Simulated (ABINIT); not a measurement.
# SnH2 (Fm-3m): zone-centre phonons

Aim: the zone-centre modes of SnH2 (Fm-3m).

Method: DFT PBE, scalar-relativistic, plane waves, PseudoDojo norm-conserving pseudopotentials, in ABINIT 10.8.3.

The structure was built from a prototype and need not be the compound's stable phase.

**1. Set-up**

It takes space group Fm-3m (No. 225, cubic). Conventional cell: a = 5.428 Å, b = 5.428 Å, c = 5.428 Å, α = 90.00°, β = 90.00°, γ = 90.00°. Sn has 8 H at 2.35 Å nearest. Nearest to H lie 4 Sn at 2.35 Å. Farther neighbours are not listed.

**2. A first look**

A first run with smearing and empty bands tells whether the crystal has a gap, which decides between fixed occupations and smearing later on.

probe.abi reads:

```
# ground state
tolvrs 1.0d-08
prtden 1
prtwf 1

# basis, mesh and filling
ecut 32.0
ngkpt 6 6 6
nshiftk 1
shiftk 0.0 0.0 0.0
istwfk *1
occopt 7
tsmear 0.005
nband 14
nstep 100
diemac 9.0
prtebands 0
prtgsr 0
useylm 1

# cell and atoms
acell 3*1.0 Angstrom
rprim 
    -2.71390422 0.0 2.71390422
    0.0 2.71390422 2.71390422
    -2.71390422 2.71390422 0.0
ntypat 2
znucl 50 1
natom 3
typat 1 2 2
xred 
    0.0 0.0 0.0
    0.75 0.75 0.75
    0.25 0.25 0.25
pp_dirpath "./pseudo"
pseudos "Sn.upf, H.upf"
```

Started as:

```console
> OMP_NUM_THREADS=1 mpirun -n 4 abinit probe.abi > probe.log
```

Numbers of over 12 decimals in the logs are rounded to 6 here.

probe.abo, the main output file:

```text
[banners, grids, parts of the stress and lines that vanish by symmetry left out]
- input  file    -> probe.abi
- output file    -> probe.abo
- root for input  files -> probei
[...]
Symmetries : space group Fm -3 m (#225); Bravais cF (face-center cubic)
[...]
mpw =        2357          nfft =       64000          nkpt =          16
[...]
== DATASET  1 ==================================================================
[...]
cutoff_energies: {ecut:  32.0, pawecutdg:  -1.0, }
[...]
ETOT  1  -79.846290956862    -7.985E+01 3.872E-01 5.572E+01
 ETOT  2  -79.916305681549    -7.001E-02 3.137E-02 2.481E+00
 ETOT  3  -79.916936975223    -6.313E-04 2.313E-03 2.835E-02
 ETOT  4  -79.916938786392    -1.811E-06 9.008E-04 6.618E-03
 ETOT  5  -79.916939113697    -3.273E-07 2.638E-04 4.507E-04
 ETOT  6  -79.916939189338    -7.564E-08 8.279E-05 4.928E-05
 ETOT  7  -79.916939199256    -9.918E-09 3.789E-05 3.675E-08
 ETOT  8  -79.916939199263    -6.281E-12 3.844E-05 1.544E-09
 At SCF step    8       vres2   =  1.54E-09 < tolvrs=  1.00E-08 =>converged.
[...]
sigma(1 1)=  9.48086618E-05  sigma(3 2)=  0.00000000E+00
  sigma(2 2)=  9.48086618E-05  sigma(3 1)=  0.00000000E+00
  sigma(3 3)=  9.48086618E-05  sigma(2 1)=  0.00000000E+00
[...]
convergence: {deltae: -6.281E-12, res2:  1.544E-09, residm:  3.844E-05, diffor: null, }
etotal    :  -7.99169392E+01
[...]
sigma(1 1)=  9.48086618E-05  sigma(3 2)=  0.00000000E+00
  sigma(2 2)=  9.48086618E-05  sigma(3 1)=  0.00000000E+00
  sigma(3 3)=  9.48086618E-05  sigma(2 1)=  0.00000000E+00
[...]
- sigma(1 1)=  2.78936713E+00  sigma(3 2)=  0.00000000E+00
- sigma(2 2)=  2.78936713E+00  sigma(3 1)=  0.00000000E+00
- sigma(3 3)=  2.78936713E+00  sigma(2 1)=  0.00000000E+00
[...]
fcart     -0.0000000000E+00 -0.0000000000E+00 -0.0000000000E+00
           strten      9.4808661777E-05  9.4808661777E-05  9.4808661777E-05
================================================================================

[key lines of the parts left out:]
pressure_GPa:  -2.7894E+00
```

Run time: 4.9 s. Hardware: 4 MPI ranks of Arm Neoverse V2, shared host; 19 s of CPU time.

This step gave:

```yaml
volume_per_atom: 13.33 Å³
pressure: -2.789 GPa
gap_on_the_k_mesh: 0 eV
```

No gap opens on this mesh, so smearing is kept; the printed pressure holds the stress of the finite basis too.

**3. Rough relaxation**

The typed start is rough, so a first relaxation with smearing and loose thresholds takes it towards rest cheaply.

prerelax.abi reads:

```
# relaxation
ionmov 2
optcell 2
dilatmx 1.15
chkdilatmx 0
ntime 40
tolmxf 3.0d-04
tolvrs 1.0d-10
prtwf 0
prtden 0
chksymtnons 0

# basis, mesh and filling
ecut 32.0
ecutsm 3.0
ngkpt 6 6 6
nshiftk 1
shiftk 0.0 0.0 0.0
istwfk *1
occopt 7
tsmear 0.005
nband 14
nstep 100
diemac 1000000.0
prtebands 0
prtgsr 0
useylm 1

# cell and atoms
acell 3*1.0 Angstrom
rprim 
    -2.71390422 0.0 2.71390422
    0.0 2.71390422 2.71390422
    -2.71390422 2.71390422 0.0
ntypat 2
znucl 50 1
natom 3
typat 1 2 2
xred 
    0.0 0.0 0.0
    0.75 0.75 0.75
    0.25 0.25 0.25
pp_dirpath "./pseudo"
pseudos "Sn.upf, H.upf"
```

Started as:

```console
> OMP_NUM_THREADS=1 mpirun -n 4 abinit prerelax.abi > prerelax.log
```

prerelax.abo, the main output file:

```text
[banners, grids, parts of the stress and lines that vanish by symmetry left out]
- input  file    -> prerelax.abi
- output file    -> prerelax.abo
- root for input  files -> prerelaxi
[...]
Symmetries : space group Fm -3 m (#225); Bravais cF (face-center cubic)
[...]
mpw =        3582          nfft =       91125          nkpt =          16
[...]
== DATASET  1 ==================================================================
[...]
cutoff_energies: {ecut:  32.0, pawecutdg:  -1.0, }
[...]
ETOT  1  -79.863304768688    -7.986E+01 1.907E-01 7.983E+01
 ETOT  2  -79.915427492703    -5.212E-02 1.248E-02 2.220E+00
 ETOT  3  -79.915862014414    -4.345E-04 8.416E-04 3.462E-02
 ETOT  4  -79.915864886093    -2.872E-06 1.066E-03 9.256E-03
 ETOT  5  -79.915865338902    -4.528E-07 2.276E-04 4.647E-04
[...]
At SCF step    9       vres2   =  3.34E-12 < tolvrs=  1.00E-10 =>converged.
[...]
ETOT  8  -79.916168120532     1.080E-12 1.891E-08 5.053E-12
 At SCF step    8       vres2   =  5.05E-12 < tolvrs=  1.00E-10 =>converged.
[...]
sigma(1 1)=  1.86509996E-07  sigma(3 2)=  0.00000000E+00
  sigma(2 2)=  1.86509996E-07  sigma(3 1)=  0.00000000E+00
  sigma(3 3)=  1.86509996E-07  sigma(2 1)=  0.00000000E+00
[...]
convergence: {deltae:  1.080E-12, res2:  5.053E-12, residm:  1.891E-08, diffor: null, }
etotal    :  -7.99161681E+01
[...]
At Broyd/MD step   4, gradients are converged :
[...]
sigma(1 1)=  1.86509996E-07  sigma(3 2)=  0.00000000E+00
  sigma(2 2)=  1.86509996E-07  sigma(3 1)=  0.00000000E+00
  sigma(3 3)=  1.86509996E-07  sigma(2 1)=  0.00000000E+00
[...]
- sigma(1 1)=  5.48731353E-03  sigma(3 2)=  0.00000000E+00
- sigma(2 2)=  5.48731353E-03  sigma(3 1)=  0.00000000E+00
- sigma(3 3)=  5.48731353E-03  sigma(2 1)=  0.00000000E+00
[...]
fcart     -0.0000000000E+00 -0.0000000000E+00 -0.0000000000E+00
           strten      1.8650999587E-07  1.8650999588E-07  1.8650999587E-07
================================================================================

[key lines of the parts left out:]
pressure_GPa:  -5.4873E-03
Total energy (etotal) [Ha]= -7.99161681205318E+01
```

Run time: 24 s. Hardware: 4 MPI ranks.

Step by step:

```
step  energy less that of the first step (eV)  largest force (eV/Å)  volume (Å³)
   1                                   0.0000                0.0000        39.98
   2                                  -0.0023                0.0000        39.76
   3                                  -0.0082                0.0000        38.48
   4                                  -0.0082                0.0000        38.57
```

```csv
"conventional cell, symmetrised",before,after,change
a (Å),5.428,5.363,-1.2 %
b (Å),5.428,5.363,-1.2 %
c (Å),5.428,5.363,-1.2 %
volume (Å³/atom),13.33,12.86,-3.5 %
```

Final coordinates:

```cif
data_structure
_symmetry_space_group_name_H-M 'P 1'
_symmetry_Int_Tables_number 1
_cell_length_a 3.7926
_cell_length_b 3.7926
_cell_length_c 3.7926
_cell_angle_alpha 60.000
_cell_angle_beta 60.000
_cell_angle_gamma 60.000
_cell_volume 38.57
loop_
_atom_site_label
_atom_site_type_symbol
_atom_site_fract_x
_atom_site_fract_y
_atom_site_fract_z
_atom_site_occupancy
Sn1 Sn 0.00000 0.00000 0.00000 1
H2 H 0.75000 0.75000 0.75000 1
H3 H 0.25000 0.25000 0.25000 1
```

This step gave:

```yaml
volume_per_atom: 12.86 Å³
pressure: -0.005487 GPa
```

The volume changes by -3.5 % in this run and stands -3.5 % from the first cell.

**4. Relaxing the cell and atoms**

The harmonic expansion needs vanishing forces, and a free crystal bears no stress, so cell and atoms are brought to rest. Stress is more sensitive to the basis than forces are: the last 3 Ha under the cutoff are smoothed with ecutsm, and the cutoff is raised above that of the later runs.

relax.abi reads:

```
# relaxation
ionmov 2
optcell 2
dilatmx 1.08
ntime 40
tolmxf 1.0d-05
tolvrs 1.0d-14
prtwf 0
prtden 0
chksymtnons 0

# basis, mesh and filling
ecut 40.0
ecutsm 3.0
ngkpt 8 8 8
nshiftk 1
shiftk 0.0 0.0 0.0
istwfk *1
occopt 6
tsmear 0.01
nband 14
nstep 100
diemac 1000000.0
prtebands 0
prtgsr 0
useylm 1

# cell and atoms
acell 3*1.0 Angstrom
rprim 
    -2.681744834 0.0 2.681744834
    0.0 2.681744834 2.681744834
    -2.681744834 2.681744834 0.0
ntypat 2
znucl 50 1
natom 3
typat 1 2 2
xred 
    0.0 0.0 0.0
    0.75 0.75 0.75
    0.25 0.25 0.25
pp_dirpath "./pseudo"
pseudos "Sn.upf, H.upf"
```

Started as:

```console
> OMP_NUM_THREADS=1 mpirun -n 4 abinit relax.abi > relax.log
```

relax.abo, the main output file:

```text
[banners, grids, parts of the stress and lines that vanish by symmetry left out]
- input  file    -> relax.abi
- output file    -> relax.abo
- root for input  files -> relaxi
[...]
Symmetries : space group Fm -3 m (#225); Bravais cF (face-center cubic)
[...]
mpw =        3996          nfft =      110592          nkpt =          29
[...]
== DATASET  1 ==================================================================
[...]
cutoff_energies: {ecut:  40.0, pawecutdg:  -1.0, }
[...]
ETOT  1  -79.828714766161    -7.983E+01 2.978E-01 9.137E+01
 ETOT  2  -79.916067050538    -8.735E-02 1.000E-02 2.296E+00
 ETOT  3  -79.916417640773    -3.506E-04 1.945E-03 7.750E-02
 ETOT  4  -79.916424652851    -7.012E-06 6.187E-04 1.800E-02
 ETOT  5  -79.916425295658    -6.428E-07 3.162E-04 7.775E-04
[...]
At SCF step   11       vres2   =  4.23E-16 < tolvrs=  1.00E-14 =>converged.
[...]
sigma(1 1)=  1.11740314E-05  sigma(3 2)=  0.00000000E+00
  sigma(2 2)=  1.11740314E-05  sigma(3 1)=  0.00000000E+00
  sigma(3 3)=  1.11740314E-05  sigma(2 1)=  0.00000000E+00
[...]
convergence: {deltae:  1.549E-12, res2:  4.226E-16, residm:  2.572E-04, diffor: null, }
etotal    :  -7.99164254E+01
[...]
ETOT  1  -79.916419683201    -7.992E+01 1.814E-04 1.502E-01
[...]
At SCF step    9       vres2   =  3.95E-15 < tolvrs=  1.00E-14 =>converged.
[...]
sigma(1 1)=  9.62023023E-06  sigma(3 2)=  0.00000000E+00
  sigma(2 2)=  9.62023023E-06  sigma(3 1)=  0.00000000E+00
  sigma(3 3)=  9.62023023E-06  sigma(2 1)=  0.00000000E+00
[...]
convergence: {deltae:  1.563E-12, res2:  3.948E-15, residm:  1.134E-05, diffor: null, }
etotal    :  -7.99164281E+01
[...]
ETOT  1  -79.916121324582    -7.992E+01 5.366E-01 5.650E+00
[...]
At SCF step   10       vres2   =  1.16E-15 < tolvrs=  1.00E-14 =>converged.
[...]
sigma(1 1)= -3.15576468E-07  sigma(3 2)=  0.00000000E+00
  sigma(2 2)= -3.15576468E-07  sigma(3 1)=  0.00000000E+00
  sigma(3 3)= -3.15576468E-07  sigma(2 1)=  0.00000000E+00
[...]
convergence: {deltae:  4.604E-12, res2:  1.159E-15, residm:  2.611E-05, diffor: null, }
etotal    :  -7.99164356E+01
[...]
ETOT  1  -79.916435336556    -7.992E+01 1.551E-05 5.663E-03
[...]
ETOT  8  -79.916435650682    -1.847E-12 1.120E-05 3.352E-14
 ETOT  9  -79.916435650680     2.458E-12 1.736E-06 1.506E-16
 At SCF step    9       vres2   =  1.51E-16 < tolvrs=  1.00E-14 =>converged.
[...]
sigma(1 1)=  8.52339415E-09  sigma(3 2)=  0.00000000E+00
  sigma(2 2)=  8.52339415E-09  sigma(3 1)=  0.00000000E+00
  sigma(3 3)=  8.52339415E-09  sigma(2 1)=  0.00000000E+00
[...]
convergence: {deltae:  2.458E-12, res2:  1.506E-16, residm:  1.736E-06, diffor: null, }
etotal    :  -7.99164357E+01
[...]
At Broyd/MD step   4, gradients are converged :
[...]
sigma(1 1)=  8.52339415E-09  sigma(3 2)=  0.00000000E+00
  sigma(2 2)=  8.52339415E-09  sigma(3 1)=  0.00000000E+00
  sigma(3 3)=  8.52339415E-09  sigma(2 1)=  0.00000000E+00
[...]
- sigma(1 1)=  2.50766913E-04  sigma(3 2)=  0.00000000E+00
- sigma(2 2)=  2.50766914E-04  sigma(3 1)=  0.00000000E+00
- sigma(3 3)=  2.50766913E-04  sigma(2 1)=  0.00000000E+00
[...]
fcart     -0.0000000000E+00 -0.0000000000E+00 -0.0000000000E+00
           strten      8.5233941467E-09  8.5233941485E-09  8.5233941467E-09
================================================================================

[key lines of the parts left out:]
pressure_GPa:  -2.5077E-04
Total energy (etotal) [Ha]= -7.99164356506796E+01
```

Wall time 49 s (4 MPI ranks); 3.3 min of CPU time.

Step by step:

```
step  energy less that of the first step (eV)  largest force (eV/Å)  volume (Å³)
   1                                   0.0000                0.0000        38.57
   2                                  -0.0001                0.0000        38.53
   3                                  -0.0003                0.0000        38.30
   4                                  -0.0003                0.0000        38.30
```

```csv
"conventional cell, symmetrised",before,after,change
a (Å),5.363,5.351,-0.2 %
b (Å),5.363,5.351,-0.2 %
c (Å),5.363,5.351,-0.2 %
volume (Å³/atom),12.86,12.77,-0.7 %
```

The relaxed structure:

```cif
data_structure
_symmetry_space_group_name_H-M 'P 1'
_symmetry_Int_Tables_number 1
_cell_length_a 3.7837
_cell_length_b 3.7837
_cell_length_c 3.7837
_cell_angle_alpha 60.000
_cell_angle_beta 60.000
_cell_angle_gamma 60.000
_cell_volume 38.30
loop_
_atom_site_label
_atom_site_type_symbol
_atom_site_fract_x
_atom_site_fract_y
_atom_site_fract_z
_atom_site_occupancy
Sn1 Sn 0.00000 0.00000 0.00000 1
H2 H 0.75000 0.75000 0.75000 1
H3 H 0.25000 0.25000 0.25000 1
```

Numbers from this step:

| Quantity | Value |
| --- | --- |
| volume per atom | 12.77 Å³ |
| pressure | -2.51e-4 GPa |

The volume changes by -0.7 % in this run and stands -4.2 % from the first cell.

**5. Self-consistent run for the response**

First-order wavefunctions inherit every error of the ground state, hence the very tight tolvrs. Smearing stays on, as the first look found no gap above 0.3 eV.

gs.abi reads:

```
# ground state
tolvrs 1.0d-16
prtden 1
prtwf 1

# basis, mesh and filling
ecut 32.0
ngkpt 8 8 8
nshiftk 1
shiftk 0.0 0.0 0.0
istwfk *1
occopt 6
tsmear 0.01
nband 14
nstep 100
diemac 1000000.0
prtebands 0
prtgsr 0
useylm 1

# cell and atoms
acell 3*1.0 Angstrom
rprim 
    -2.675494373 0.0 2.675494373
    0.0 2.675494373 2.675494373
    -2.675494373 2.675494373 0.0
ntypat 2
znucl 50 1
natom 3
typat 1 2 2
xred 
    0.0 0.0 0.0
    0.75 0.75 0.75
    0.25 0.25 0.25
pp_dirpath "./pseudo"
pseudos "Sn.upf, H.upf"
```

Started as:

```console
> OMP_NUM_THREADS=1 mpirun -n 4 abinit gs.abi > gs.log
```

gs.abo, the main output file:

```text
[banners, grids, parts of the stress and lines that vanish by symmetry left out]
- input  file    -> gs.abi
- output file    -> gs.abo
- root for input  files -> gsi
[...]
Symmetries : space group Fm -3 m (#225); Bravais cF (face-center cubic)
[...]
mpw =        2252          nfft =       64000          nkpt =          29
[...]
== DATASET  1 ==================================================================
[...]
cutoff_energies: {ecut:  32.0, pawecutdg:  -1.0, }
[...]
ETOT  1  -79.858427950128    -7.986E+01 1.574E-01 5.305E+01
 ETOT  2  -79.915502108735    -5.707E-02 6.002E-03 1.440E+00
 ETOT  3  -79.915896862905    -3.948E-04 1.214E-03 3.878E-02
 ETOT  4  -79.915903927528    -7.065E-06 1.568E-03 9.019E-03
 ETOT  5  -79.915904456223    -5.287E-07 3.476E-04 5.054E-04
[...]
ETOT 11  -79.915904535038     3.695E-13 1.230E-05 1.588E-16
 ETOT 12  -79.915904535037     9.521E-13 1.634E-05 8.964E-19
 At SCF step   12       vres2   =  8.96E-19 < tolvrs=  1.00E-16 =>converged.
[...]
sigma(1 1)=  3.50880964E-05  sigma(3 2)=  0.00000000E+00
  sigma(2 2)=  3.50880964E-05  sigma(3 1)=  0.00000000E+00
  sigma(3 3)=  3.50880964E-05  sigma(2 1)=  0.00000000E+00
[...]
convergence: {deltae:  9.521E-13, res2:  8.964E-19, residm:  1.634E-05, diffor: null, }
etotal    :  -7.99159045E+01
[...]
sigma(1 1)=  3.50880964E-05  sigma(3 2)=  0.00000000E+00
  sigma(2 2)=  3.50880964E-05  sigma(3 1)=  0.00000000E+00
  sigma(3 3)=  3.50880964E-05  sigma(2 1)=  0.00000000E+00
[...]
- sigma(1 1)=  1.03232744E+00  sigma(3 2)=  0.00000000E+00
- sigma(2 2)=  1.03232744E+00  sigma(3 1)=  0.00000000E+00
- sigma(3 3)=  1.03232744E+00  sigma(2 1)=  0.00000000E+00
[...]
fcart     -0.0000000000E+00 -0.0000000000E+00 -0.0000000000E+00
           strten      3.5088096415E-05  3.5088096415E-05  3.5088096415E-05
================================================================================

[key lines of the parts left out:]
pressure_GPa:  -1.0323E+00
```

Elapsed: 11 s, on 4 MPI ranks; 42 s of CPU time.

This step gave:

| Property | Result |
| --- | --- |
| pressure | -1.032 GPa |

The cell stands at -1.0 GPa: the relaxation ran with a smoothed and higher cutoff, and the difference is a stress of the finite basis.

[end of part 1 of 2]

[Host names and launcher messages were left out of these logs when they were recorded.]

[Logs are printed without paths, hosts, clocks, repeated set-up lines and the standing remarks that a program may print on its own settings, such as how far it seeks lower states.]

[Hosts, paths, dates, database ids (printed as entryN), source tags and the programs' standing remarks are cut or masked in the printed files.]
